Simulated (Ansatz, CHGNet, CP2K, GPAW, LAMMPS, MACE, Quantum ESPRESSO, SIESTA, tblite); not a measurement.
# Which run comes nearest? Glassy 68GeO2-32ZnO (mol %) (91 atoms)

Density of this cell: 4.14 g/cm³. The cell holds 91 atoms: 23 Ge, 11 Zn and 57 O. Cell: a = 10.977 Å, b = 10.977 Å, c = 10.977 Å, α = 90.0°, β = 90.0°, γ = 90.0°. 91 atoms (23 Ge, 11 Zn, 57 O) placed at random at 4 g/cm³, melted at 4000 K for 10 ps at fixed volume with the Morse and Coulomb pair potential with partial charges (Pedone, Malavasi, Menziani, Cormack and Segre, J. Phys. Chem. B 110, 11780 (2006)). Quenched from 4000 K to 300 K at 50 K/ps and fixed volume, held 10 ps at zero pressure, then minimised at fixed cell.

Geometry: as built.

The reference, a calculation:

- method: Kohn-Sham DFT, PBE, PAW, plane waves (Ansatz 0.2.0); cutoff 420 eV, Γ point, fermi-dirac smearing of 0.05 eV; PAW set soft_2
- r.m.s. force component: 0.9054 eV/Å
- longest force: 2.571 eV/Å
- pressure: 6.506 GPa
- gap (highest filled to lowest empty level): 1.262 eV
- SCF cycles: 10
- time: 12 s on 8 threads of Arm Neoverse V2, shared host
- CPU time: 89 s

Q: Estimate the differences from the reference, the CPU time and the memory of each run.
- GPAW PBE, LCAO sz(dzp), h 0.18 Å (GPAW 26.7.0; 1 thread)
- SIESTA PBE, DZP, shift 0.01 Ry, mesh 150 Ry (SIESTA 5.4.2; 2 MPI ranks)
- CP2K PBE, DZVP-MOLOPT-SR, 400/50 Ry, OT DIIS (CP2K 2026.2; 4 MPI ranks)
- GPAW PBE, LCAO dzp, h 0.18 Å (GPAW 26.7.0; 1 thread)
- SIESTA PBE, TZP, shift 0.01 Ry, mesh 500 Ry (SIESTA 5.4.2; 4 MPI ranks)
- QE PBE, sssp-1.3.0-efficiency, 60/480 Ry (Quantum ESPRESSO 7.5; 4 MPI ranks)
- CP2K PBE, SZV-MOLOPT-SR, 800/50 Ry, SIGN filter 1e-06, SCF 1e-06 (CP2K 2026.2; 2 threads)
- tblite GFN1-xTB (tblite 0.8.0; 1 thread)
- MACE MP-0b2 small potential (MACE MP-0b2 small; 1 thread)
- CP2K GFN1-xTB, OT DIIS (CP2K 2026.2; 1 thread)

Differences are against the plane-wave reference, forces as r.m.s. over components; share is that over the reference's r.m.s. force, slope the least-squares factor from reference forces to these. Total energies of different programs have different zeros and aren't compared.

| run | Δ force, r.m.s. (meV/Å) | share (%) | slope | Δ pressure (GPa) | Δ gap (eV) | cores | CPU time | memory (GiB) |
| --- | --- | --- | --- | --- | --- | --- | --- | --- |
| reference | - | - | - | - | - | 8 | 89 s | 2.1 |
| GPAW PBE, LCAO sz(dzp), h 0.18 Å (coarse) | 634 | 70.0 | 1.482 | - | -0.657 | 1 | 50 s | 1.3 |
| SIESTA PBE, DZP, shift 0.01 Ry, mesh 150 Ry (coarse) | 361 | 39.9 | 1.323 | 4.36 | -0.240 | 2 | 99 s | 0.84 |
| CP2K PBE, DZVP-MOLOPT-SR, 400/50 Ry, OT DIIS (coarse) | 150 | 16.6 | 1.006 | 0.671 | -0.147 | 4 | 8.1 min | 2.9 |
| GPAW PBE, LCAO dzp, h 0.18 Å | 458 | 50.6 | 1.384 | - | -0.173 | 1 | 2.2 min | 1.6 |
| SIESTA PBE, TZP, shift 0.01 Ry, mesh 500 Ry | 280 | 31.0 | 1.254 | 2.18 | -0.241 | 4 | 6.9 min | 2.7 |
| QE PBE, sssp-1.3.0-efficiency, 60/480 Ry | 21.0 | 2.32 | 0.985 | -0.459 | -0.0095 | 4 | 18 min | 4.4 |
| CP2K PBE, SZV-MOLOPT-SR, 800/50 Ry, SIGN filter 1e-06, SCF 1e-06 (coarse) | 465 | 51.3 | 1.393 | 8.78 | - | 2 | 3.2 min | 2.5 |
| tblite GFN1-xTB | 653 | 72.1 | 0.360 | -3.32 | - | 1 | 4.5 s | 0.12 |
| MACE MP-0b2 small potential | 120 | 13.2 | 0.950 | -0.0616 | - | 1 | 5.5 s | 0.67 |
| CP2K GFN1-xTB, OT DIIS | 494 | 54.6 | 0.634 | -10.4 | - | 1 | 10 s | 0.48 |

Rows marked coarse were listed beforehand as settings not expected to be converged; some can still land near the reference.

Times of the machine-learned potentials are mostly Python's start and the loading of weights.

CPU time is summed over cores on a shared host, where runs went side by side, so it is rough. Symmetry, cutoffs, thresholds, outputs and thread counts weren't matched or tuned between programs; memory under MPI is the largest rank's times the ranks.

PBE on plane waves or a grid with other potentials, cutoffs or grids, coarse settings apart, differs from the reference by 2.3 % (QE PBE, sssp-1.3.0-efficiency, 60/480 Ry) of the r.m.s. force; this holds the reference's own error, so differences of a few per cent don't tell which side is nearer the exact PBE result (QE's 60 Ry are 816 eV, against the reference's 420 eV). The PBE runs in local orbitals, coarse settings apart, differ by 31 % (SIESTA PBE, TZP, shift 0.01 Ry, mesh 500 Ry) to 51 % (GPAW PBE, LCAO dzp, h 0.18 Å); basis, grid and potentials can all enter. Tight binding differs by 55 % (CP2K GFN1-xTB, OT DIIS) to 72 % (tblite GFN1-xTB); it is another model, with fitted parameters of its own, and the xTB methods hold dispersion. Machine-learned potentials differ by 13 % (MACE MP-0b2 small potential); they were trained on other programs' data. Periodic xTB results under one method name differ between programs and library versions. Machine-learned potentials mimic data converged in k, so the reference's own k-point error enters their differences. The network of bonds at the start is that of the classical potential that made the cell, and needn't be the one that DFT or experiment would give. The electronic-structure runs sample only Γ, in a cell whose shortest periodic width is 11 Å.

[Hosts, paths, dates, database ids (printed as entryN), source tags and the programs' standing remarks are cut or masked in the printed files.]
